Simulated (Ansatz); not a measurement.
# ZrC (model cell, started as zinc blende): phonons and vibrational spectra, part 2 of 2

Aim: the phonons of ZrC (model cell, started as zinc blende) at a cell relaxed beforehand at this level. After the zone centre comes a 4×4×4 q mesh on a 12×12×12 k mesh.

Ansatz 0.2.0; DFT PBE, scalar-relativistic, plane waves, PAW.

So far. Step 2 (Modes at Γ): Before it was imposed, the acoustic sum rule was missed by 6.1e-5 eV/Å² and the charge sum rule by 1.8e-4 e. Small misses are needed for a sound result but don't prove that mesh and cutoff are converged. The lowest optical mode is real, 512 cm⁻¹.

The structure was built from a prototype and need not be the compound's stable phase.

## (3) Phonons on a q mesh

Stability and thermal properties need the whole zone. Linear response on a 4×4×4 q mesh gives force constants as far as a supercell of that size would, and the tensors from the zone-centre run are typed in so that the long-range dipole term is interpolated apart.

The input, input.yaml:

```yaml
crystal:
  lattice:
    - [0.0, 2.5452401236, 2.5452401236]
    - [2.5452401236, 0.0, 2.5452401236]
    - [2.5452401236, 2.5452401236, 0.0]
  atoms:
    - { symbol: Zr, position: [0.0, 0.0, 0.0] }
    - { symbol: C, position: [0.25, 0.25, 0.25] }
kpoints:
  mp_grid: { grid: [12, 12, 12] }
hamiltonian:
  xc: pbe
scf:
  occupations: { method: fixed }
output:
  eigenvalues: true
phonons:
  method: dfpt
  qmesh: [4, 4, 4]
  temperatures: { t_max: 1000, t_step: 50 }
  qpath:
    path:
      - [[0.0, 0.0, 0.0], [-0.5, -0.5, 0.0], [-0.375, -0.375, 0.25]]
      - [[-0.375, 0.0, 0.375], [0.0, 0.0, 0.0], [0.0, 0.0, 0.5], [-0.5, -0.25, 0.25], [-0.5, -0.5, 0.0]]
    npoints: 10
  non_analytic_term:
    high_frequency_dielectric_tensor: [[28.8455, 0.0, 0.0], [0.0, 28.8455, 0.0], [0.0, 0.0, 28.8455]]
    born_effective_charges:
      - { species: Zr, tensor: [[4.4252, 0.0, 0.0], [0.0, 4.4252, 0.0], [0.0, 0.0, 4.4252]] }
      - { species: C, tensor: [[-4.4252, 0.0, 0.0], [0.0, -4.4252, 0.0], [0.0, 0.0, -4.4252]] }
    source: "zone-centre run at this cell"
```

Launch:

```bash
$ ansatz run input.yaml --threads 4 --pin off --max-ram 7168MiB --backend cpu --events-out ev --progress --plain --runs-dir out
```

Numbers of over 12 decimals in the logs are rounded to 6 here.

The log of the run:

```text
Warning: phonons: the dynamical matrix that this run interpolates holds no multipole term above the dipole-dipole one, and a site of this crystal is no centre of inversion, so its interpolated transverse optical and acoustic branches and sound speeds can stay off near Gamma, and the density of states and the thermodynamics with them. What a run solves at a wave vector of phonons.qpoints, Gamma apart, where the deck admits one, is free of this, and under fd what a larger phonons.supercell samples
[...]
Crystal: 2 atoms, lattice volume = 32.977 Å³
Basis set: ecut = 420 eV, 645 PW (Γ), exchange–correlation on 50×50×50 points (8 copies of the dense FFT grid, shifted against one another)
Bands: 12, of which v1, the nominal top of the filled ones, is band 8 counted from 1 (7 counted from 0)
Symmetry: 24 space group operations
k-points: 72 of 1728 (time reversal used)
[...]
SCF iter   1: F=—  HF=-4435.271579 eV  |F-HF|=—  |Δ(HF+E_count)|=         —  Δρ=1.01e-2  dr2=5.42e-2  ethr=1.77e-3  ⟨swp⟩=3.9  Hψ=4128  notcnv=0  defer=90
[...]
SCF iter   8: F=-4435.260026 eV  HF=-4435.260026 eV  |F-HF|=0.00e0  |Δ(HF+E_count)|=  6.78e-10  Δρ=9.88e-8  dr2=2.41e-12  ethr=1.00e-12  ⟨swp⟩=4.7  Hψ=4138  notcnv=0
[...]
SCF 1 converged in 8 iterations: F = -4435.260026 eV  dr2 = 2.41e-12
[...]
NSCF: frozen V_eff on 72 k-points
[...]
DFPT response loops at q = (0, 0, 0) (fractional): preconditioner auto → none (the input reference at scf.mixing.eps_inf says where Resta's filter doesn't serve); β = 0.50; Broyden in place of MSR1
[...]
SCF converged after 8 iterations
Free energy (F): -4435.260026 eV
[...]
Internal energy: -4435.260026 eV  (E = F + TS)
E sigma→0 (E₀):  -4435.260026 eV
Fermi energy:    10.706591 eV
[...]
--- Band table (eV; the first three rows and the last of 72) ---
  k-point 0: bands = [... 4 lower, 0.8569, 8.4214, 8.4214, 8.4214, 13.7618, 13.7618, 14.0473, 19.0841]
  k-point 1: bands = [... 4 lower, 0.9508, 8.3030, 8.4782, 8.4782, 13.6822, 13.6822, 14.3580, 18.9000]
  k-point 2: bands = [... 4 lower, 1.2030, 8.0712, 8.6249, 8.6249, 13.5405, 13.5405, 15.0785, 18.5349]
  k-point 71: bands = [... 4 lower, 2.5444, 8.0880, 9.3527, 10.6468, 11.2154, 13.7249, 15.2673, 16.4733]
--- Phonons (Γ-DFPT): 2 representative perturbations + reference (Σ response iterations 6) ---
  ASR residual: 5.375e-5 → 0.000e0 eV/Å²; symmetrization residual: 2.354e-7 eV/Å²
  ASR residual per site (eV/Å²): 5.38e-5 4.07e-5
  Γ frequencies (cm⁻¹): 0.00 0.00 0.00 512.36 512.36 512.36
--- Phonons (arbitrary-q DFPT): 8 irreducible q on the 4×4×4 mesh ---
  q = [0.0000, 0.0000, 0.0000] (star 1, of the zone-centre solve; hermiticity 4.60e-8, symmetrization 1.07e-14): 0.00 0.00 0.00 512.36 512.36 512.36
  q = [0.0000, 0.0000, 0.2500] (star 8, 2 solved perturbations on 936 of 1728 k-point pairs; hermiticity 6.80e-8, symmetrization 2.83e-14): 66.83 66.83 174.42 507.63 507.63 635.25
[...]
q = [0.0000, 0.2500, 0.2500] (star 6, 4 solved perturbations in 1608 linear systems a pass and spin channel, the states on 510 of 1728 k-point pairs; hermiticity 4.96e-8, symmetrization 1.87e-14): 108.57 108.57 179.09 468.51 468.51 643.51
[...]
sum rule: each row above includes the acoustic sum rule's correction from the zone centre's row sums; it moved no ω² by more than (0.96 cm⁻¹)²
  mesh force constants: q→R imaginary residual 1.08e-18; ASR residual 5.375e-5 → 0.000e0 eV/Å²; symmetrization residual 3.997e-15 eV/Å²
  interpolated dispersion: 63 rows × 6 modes
  density of states and harmonic sums: on the 24×24×24 q-mesh, interpolated from the force constants of a 4×4×4 supercell (with the dipole–dipole term of supplied tensors)
  largest difference from the sums on the solved wave vectors: F 1.03e-2 eV, S 1.43e-5 and C_V 4.00e-6 eV/K
  zero-point energy: 0.128833 eV/cell   skipped modes (ω ≤ 0): 3   left out of the sums: 3.62e-5 of the cell's modes: C_V's classical limit lies that fraction below 3 k_B per atom; for a crystal, a wire or a layer, F and S can be off by more, and a phonons.interpolated_qmesh denser along its periods is the remedy for the sampling
```

It took 2.4 min on 4 threads of Arm Neoverse V1, shared host; peak memory 1.8 GiB; 9.3 min of CPU time.

Numbers from this step:

- sum-rule residual before enforcement: 5.38e-5 eV/Å²
- lowest frequency on the path: 0 cm⁻¹
- highest frequency on the path or at a solved wavevector: 650 cm⁻¹
- mean frequency: 346.4 cm⁻¹
- Debye temperature (second moment): 736 K
- logarithmic mean frequency: 283.9 cm⁻¹
- lowest mode on the q mesh (acoustic modes at Γ apart): 66.83 cm⁻¹
- zero-point energy per atom: 64.42 meV
- heat capacity at 300 K: 19.30 J/(mol atoms K)
- vibrational entropy at 300 K: 20.49 J/(mol atoms K)
- edges of the widest gap between branches, on path and mesh: 255.3, 412.7 cm⁻¹

Frequencies (cm⁻¹) solved at each irreducible wavevector; negative means imaginary. Frequencies by wavevector, by row:

| q in reciprocal lattice units | star | mode 1 | mode 2 | mode 3 | mode 4 | mode 5 | mode 6 |
| --- | --- | --- | --- | --- | --- | --- | --- |
| 0 0 0 | 1 | 0 | 0 | 0 | 512.4 | 512.4 | 512.4 |
| 0 0 0.25 | 8 | 66.8 | 66.8 | 174.4 | 507.6 | 507.6 | 635.2 |
| 0 0 -0.5 | 4 | 101 | 101 | 251.9 | 502.2 | 502.2 | 631.3 |
| 0 0.25 0.25 | 6 | 108.6 | 108.6 | 179.1 | 468.5 | 468.5 | 643.5 |
| 0 0.25 -0.5 | 24 | 140.9 | 177 | 237.3 | 460.1 | 473.8 | 633.5 |
| 0 0.25 -0.25 | 12 | 109.5 | 175.6 | 218.4 | 481.2 | 489.4 | 627.9 |
| 0 -0.5 -0.5 | 3 | 173.8 | 173.8 | 255.3 | 412.8 | 412.8 | 650 |
| 0.25 -0.5 -0.25 | 6 | 189.6 | 199.8 | 233.8 | 426.4 | 482.2 | 623.2 |

Interpolated from a 4×4×4 q mesh, with the LO-TO term (at Γ the limit along the path; where Γ stands inside the path, tables give the limit on arrival). The phonon branches at the labelled points (cm⁻¹):

| point | branch 1 | branch 2 | branch 3 | branch 4 | branch 5 | branch 6 |
| --- | --- | --- | --- | --- | --- | --- |
| Γ | 0 | 0 | 0 | 512 | 512 | 598 |
| halfway | 109 | 109 | 179 | 468 | 468 | 644 |
| X | 174 | 174 | 255 | 413 | 413 | 650 |
| halfway | 170 | 187 | 250 | 423 | 430 | 644 |
| U | 157 | 207 | 239 | 446 | 460 | 632 |
| jump to K | 157 | 207 | 239 | 446 | 460 | 632 |
| halfway | 78 | 134 | 186 | 492 | 502 | 632 |
| Γ | 0 | 0 | 0 | 512 | 512 | 598 |
| halfway | 67 | 67 | 174 | 508 | 508 | 635 |
| L | 101 | 101 | 252 | 502 | 502 | 631 |
| halfway | 135 | 174 | 242 | 470 | 490 | 628 |
| W | 190 | 200 | 234 | 426 | 482 | 623 |
| halfway | 182 | 185 | 246 | 421 | 450 | 638 |
| X | 174 | 174 | 255 | 413 | 413 | 650 |

The phonon branches as a text plot (rows in cm⁻¹):

```
    636 |   ************************       **********************
    609 |***                        *******
    582 |
    555 |
    528 |
    501 |****                  ************************
    474 |    ***           *****                     ********
    447 |       **      ***                            **    **
    420 |         *******                                ********
    393 |
    366 |
    339 |
    311 |
    284 |
    257 |           *****                       ******        ***
    230 |        ***     ******               **      ********
    203 |       *       *****  *             *          *****
    176 |      *    *****    ** *           *         ** ********
    149 |    **  ***     ***   * *         *        ** **
    122 |   *  **           *** * **      *        ****
     95 |    **                * *  *         ******
     68 |  **                   ****     *  **
     41 | **                      ****  * **
     14 |**                         ******
         Γ           X  U|K            Γ         L        W     X
```

The phonon density of states has structure finer than the step of the table below, so its rows give means over 20 cm⁻¹, whole bins alone (the curve runs from 2.5 to 652 cm⁻¹). Peaks (cm⁻¹: height): 172.5: 0.0208, 237.5: 0.0445, 482.5: 0.0408, 632.5: 0.0637.

Tetrahedra on a 24×24×24 mesh, mean over bins of 5 cm-1. Interpolated from a 4×4×4 q mesh. Phonon density of states against wavenumber; means over each step:

wavenumber (cm⁻¹), phonon density of states (1/cm⁻¹/cell) and a bar:
```
       20     0.0006 #
       40     0.0020 ##
       60     0.0038 ###
       80     0.0066 ######
      100     0.0127 ############
      120     0.0164 ###############
      140     0.0178 ################
      160     0.0197 ##################
      180     0.0177 ################
      200     0.0144 #############
      220     0.0104 #########
      240     0.0263 ########################
      260     0.0015 #
      280     0.0000 
      300     0.0000 
      320     0.0000 
      340     0.0000 
      360     0.0000 
      380     0.0000 
      400     0.0000 
      420     0.0051 #####
      440     0.0130 ############
      460     0.0179 ################
      480     0.0330 ##############################
      500     0.0288 ##########################
      520     0.0022 ##
      540     0.0000 
      560     0.0000 
      580     0.0000 
      600     0.0003 
      620     0.0178 ################
      640     0.0314 ############################
```

The partial phonon density of states has structure finer than the step of the table below, so its rows give means over 20 cm⁻¹, whole bins alone (the curve runs from -10 to 680 cm⁻¹). Peaks (cm⁻¹: height): C 484.3: 0.0339, 631.8: 0.0509; Zr 163.4: 0.0185, 237.2: 0.0325, 493.0: 0.00399.

Phonopy on the run's constants, 19x19x19 mesh, Gaussian sigma 4.9 cm-1. Interpolated from a 4×4×4 q mesh. The partial phonon density of states by wavenumber; means over each step; values in 1/cm⁻¹/cell:

| wavenumber (cm⁻¹) | C | Zr |
| --- | --- | --- |
| 0 | 8.4e-6 | 6.3e-5 |
| 20 | 7.7e-5 | 5.8e-4 |
| 40 | 2.4e-4 | 0.00178 |
| 60 | 4.7e-4 | 0.00335 |
| 80 | 8.2e-4 | 0.00582 |
| 100 | 0.00158 | 0.0111 |
| 120 | 0.00196 | 0.0143 |
| 140 | 0.00198 | 0.0158 |
| 160 | 0.00188 | 0.0176 |
| 180 | 0.00138 | 0.0164 |
| 200 | 8.6e-4 | 0.0134 |
| 220 | 3.4e-4 | 0.0113 |
| 240 | 2.6e-4 | 0.0243 |
| 260 | 1.5e-5 | 0.00230 |
| 280 | 0 | 9.5e-7 |
| 300 | 0 | 0 |
| 320 | 0 | 0 |
| 340 | 0 | 0 |
| 360 | 0 | 0 |
| 380 | 0 | 0 |
| 400 | 1.2e-4 | 1.1e-5 |
| 420 | 0.00491 | 5.1e-4 |
| 440 | 0.0116 | 0.00127 |
| 460 | 0.0162 | 0.00179 |
| 480 | 0.0290 | 0.00315 |
| 500 | 0.0250 | 0.00332 |
| 520 | 0.00271 | 3.8e-4 |
| 540 | 5.0e-7 | 0 |
| 560 | 0 | 0 |
| 580 | 1.2e-6 | 0 |
| 600 | 3.3e-4 | 3.9e-5 |
| 620 | 0.0182 | 4.9e-4 |
| 640 | 0.0289 | 8.9e-4 |
| 660 | 0.00112 | 2.4e-5 |

Second derivatives of the energy by pair, one row for each kind of neighbour of each atom listed. Each entry sums the pair over the periodic images of the supercell that the q mesh stands for, and in a polar crystal it holds the long-range dipole part too. Force constants by pair, by row:

| atom | neighbour | distance (Å) | third of the trace (eV/Å²) | along the pair's line (eV/Å²) |
| --- | --- | --- | --- | --- |
| Zr1 | itself | 0 | 16.18 | – |
| Zr1 | C | 2.204 | -3.01 | -6.117 |
| Zr1 | Zr | 3.6 | -0.334 | -1.39 |
| Zr1 | C | 4.221 | -0.0188 | 0.3156 |
| Zr1 | Zr | 5.09 | -0.1256 | -0.4217 |
| Zr1 | C | 5.547 | 0.0868 | 0.246 |
| Zr1 | Zr | 6.235 | -0.0161 | -0.1268 |
| Zr1 | C | 6.613 | 0.0526 | 0.1765 |
| Zr1 | C | 6.613 | -0.0432 | 0.0808 |
| C2 | itself | 0 | 11.73 | – |
| C2 | Zr | 2.204 | -3.01 | -6.117 |
| C2 | C | 3.6 | 0.0216 | -1.226 |
| C2 | Zr | 4.221 | -0.0188 | 0.3156 |
| C2 | C | 5.09 | -0.129 | -0.2662 |
| C2 | Zr | 5.547 | 0.0868 | 0.246 |
| C2 | C | 6.235 | -0.0099 | -0.1216 |
| C2 | Zr | 6.613 | -0.0432 | 0.0808 |
| C2 | Zr | 6.613 | 0.0526 | 0.1765 |

Harmonic thermodynamic functions per atom, from the density of states. Interpolated from a 4×4×4 q mesh. Thermodynamic functions, by row:

| T (K) | F_vib (meV/atom) | S (J/mol-atom/K) | C_V (J/mol-atom/K) |
| --- | --- | --- | --- |
| 0 | 64.42 | 0 | 0 |
| 50 | 64.22 | 1.38 | 3.225 |
| 100 | 62.52 | 5.309 | 8.391 |
| 200 | 52.74 | 13.44 | 15.34 |
| 300 | 35.05 | 20.49 | 19.3 |
| 400 | 10.68 | 26.36 | 21.38 |
| 500 | -19.26 | 31.27 | 22.52 |
| 600 | -53.88 | 35.44 | 23.21 |
| 700 | -92.52 | 39.05 | 23.64 |
| 800 | -134.7 | 42.23 | 23.93 |
| 900 | -179.9 | 45.06 | 24.14 |
| 1000 | -228 | 47.61 | 24.29 |

Harmonic mean-square displacement, third of the trace. Interpolated from a 4×4×4 q mesh. Mean square displacements, by row:

| T (K) | Zr1 U_eq (Å²) | C2 U_eq (Å²) |
| --- | --- | --- |
| 0 | 0.00123 | 0.00343 |
| 100 | 0.00204 | 0.00425 |
| 300 | 0.0051 | 0.00758 |
| 600 | 0.00998 | 0.01365 |

Symmetry leaves 8 wavevectors to solve. The lowest mode among them, the acoustic zeros apart, lies at q = (0, 0, 0.25) and is real, 66.8 cm⁻¹.

## (4) Another isotope, element C, natural mass 12.011 amu

An isotope changes the mass and not the force constants, so no new electronic calculation is needed; the shifts show which modes move this element.

The same force constants with the mass of C changed from 12.011 to 13.003 u (phonopy, no LO-TO term). Both lists are sorted by frequency; levels can cross, so a row need not hold one and the same mode. Modes under 3 cm⁻¹ are left out. Isotope shifts, by row:

| q | rank | natural mass (cm⁻¹) | changed mass (cm⁻¹) |
| --- | --- | --- | --- |
| 0 0 0 | 4 | 512.4 | 494.8 |
| 0 0 0 | 5 | 512.4 | 494.8 |
| 0 0 0 | 6 | 512.4 | 494.8 |
| 0 0 0.25 | 1 | 66.83 | 66.48 |
| 0 0 0.25 | 2 | 66.83 | 66.48 |
| 0 0 0.25 | 3 | 174.4 | 173.9 |
| 0 0 0.25 | 4 | 507.6 | 490.4 |
| 0 0 0.25 | 5 | 507.6 | 490.4 |
| 0 0 0.25 | 6 | 635.2 | 612.3 |
| 0 0 -0.5 | 1 | 101 | 100.4 |
| 0 0 -0.5 | 2 | 101 | 100.4 |
| 0 0 -0.5 | 3 | 251.9 | 251.9 |
| 0 0 -0.5 | 4 | 502.2 | 485.3 |
| 0 0 -0.5 | 5 | 502.2 | 485.3 |
| 0 0 -0.5 | 6 | 631.3 | 606.8 |
| 0 0.25 0.25 | 1 | 108.6 | 108 |
| 0 0.25 0.25 | 2 | 108.6 | 108 |
| 0 0.25 0.25 | 3 | 179.1 | 178.6 |
| 0 0.25 0.25 | 4 | 468.5 | 452.5 |
| 0 0.25 0.25 | 5 | 468.5 | 452.5 |
| 0 0.25 0.25 | 6 | 643.5 | 620.1 |

A mode of this element alone would shift by -3.89 %. The highest zone-centre frequency without the field goes from 512.4 to 494.8 cm⁻¹ (-3.4 %). The product of the frequency ratios over all optical modes at Γ is 0.901; the product rule, (m/m′)^(3k/2) (M′/M)^(3/2) with k = 1 such atoms and M the mass of the cell, gives 0.901.

## (5) Another isotope, element Zr, natural mass 91.222 amu

The same for Zr, from 91.22 to 95.91 u.

The same force constants with the mass of Zr changed from 91.222 to 95.908 u (phonopy, no LO-TO term). Both lists are sorted by frequency; levels can cross, so a row need not hold one and the same mode. Modes under 3 cm⁻¹ are left out. Isotope shifts, by row:

| q | rank | natural mass (cm⁻¹) | changed mass (cm⁻¹) |
| --- | --- | --- | --- |
| 0 0 0 | 4 | 512.4 | 510.9 |
| 0 0 0 | 5 | 512.4 | 510.9 |
| 0 0 0 | 6 | 512.4 | 510.9 |
| 0 0 0.25 | 1 | 66.83 | 65.38 |
| 0 0 0.25 | 2 | 66.83 | 65.38 |
| 0 0 0.25 | 3 | 174.4 | 170.4 |
| 0 0 0.25 | 4 | 507.6 | 506.1 |
| 0 0 0.25 | 5 | 507.6 | 506.1 |
| 0 0 0.25 | 6 | 635.2 | 634.1 |
| 0 0 -0.5 | 1 | 101 | 98.79 |
| 0 0 -0.5 | 2 | 101 | 98.79 |
| 0 0 -0.5 | 3 | 251.9 | 245.7 |
| 0 0 -0.5 | 4 | 502.2 | 500.6 |
| 0 0 -0.5 | 5 | 502.2 | 500.6 |
| 0 0 -0.5 | 6 | 631.3 | 631.2 |
| 0 0.25 0.25 | 1 | 108.6 | 106.2 |
| 0 0.25 0.25 | 2 | 108.6 | 106.2 |
| 0 0.25 0.25 | 3 | 179.1 | 174.9 |
| 0 0.25 0.25 | 4 | 468.5 | 467.1 |
| 0 0.25 0.25 | 5 | 468.5 | 467.1 |
| 0 0.25 0.25 | 6 | 643.5 | 642.5 |

A mode of this element alone would shift by -2.47 %. The highest zone-centre frequency without the field goes from 512.4 to 510.9 cm⁻¹ (-0.3 %). The product of the frequency ratios over all optical modes at Γ is 0.991; the product rule, (m/m′)^(3k/2) (M′/M)^(3/2) with k = 1 such atoms and M the mass of the cell, gives 0.991.

## (6) Outcome

- space group (within 0.01 Å): F-43m
- volume per atom: 16.5 Å³
- gap on the k-mesh: 0.490 eV
- highest optical mode at the zone centre (no LO-TO term): 512 cm⁻¹
- top of the zone-centre spectrum with the field: 598 cm⁻¹
- lowest optical zone-centre mode: 512 cm⁻¹
- mean high-frequency dielectric constant: 28.8
- mean static dielectric constant: 39.3
- largest Born charge (third of the trace): 4.43 e
- lowest mode on the q mesh (acoustic modes at Γ apart): 66.8 cm⁻¹
- highest frequency on the path or at a solved wavevector: 650 cm⁻¹
- zero-point energy per atom: 64.4 meV
- heat capacity at 300 K: 19.3 J/(mol atoms K)
- vibrational entropy at 300 K: 20.5 J/(mol atoms K)
- Debye temperature (second moment): 736 K
- imaginary modes on the 4×4×4 q mesh: none

What this shows: The structure is a minimum as far as tested: no mode is imaginary at the 8 irreducible wavevectors of the 4×4×4 mesh, and the softest away from the acoustic zeros lies at 67 cm⁻¹. Without the field, the optical modes at Γ form one degenerate level at 512 cm⁻¹. The highest mode in this list at Γ, 512.4 cm⁻¹, is mostly motion of C (88 % of the kinetic energy). With the macroscopic field of the longitudinal modes the top of the zone-centre spectrum lies at 598 cm⁻¹, against 512 cm⁻¹ without it. Lattice motion raises the mean dielectric constant from 28.85 to 39.33. The strongest infrared line is at 512 cm⁻¹. Averaged over orientations, the strongest Raman line at 532 nm and 300 K is at 512 cm⁻¹, among the modes without the field; their longitudinal partners can be Raman active too. The tensors are the static, non-resonant ones, while 532 nm light (2.33 eV) lies above the computed gap. On the path and the mesh, the widest gap between branches runs from 255 to 413 cm⁻¹. With the field response the log warns that the k mesh is coarse for the force constants too, so the frequencies may not be converged. The program warns that the interpolation holds no quadrupole term, so branches close to Γ can be off in this crystal. The starting cell was built on a prototype and not taken from a measurement, so the phase need not exist. These are harmonic frequencies at zero temperature: anharmonic shifts, linewidths and thermal expansion are left out.

[Logs are printed without paths, hosts, clocks, repeated set-up lines and the standing remarks that a program may print on its own settings, such as how far it seeks lower states.]

[Hosts, paths, dates, database ids (printed as entryN), source tags and the programs' standing remarks are cut or masked in the printed files.]
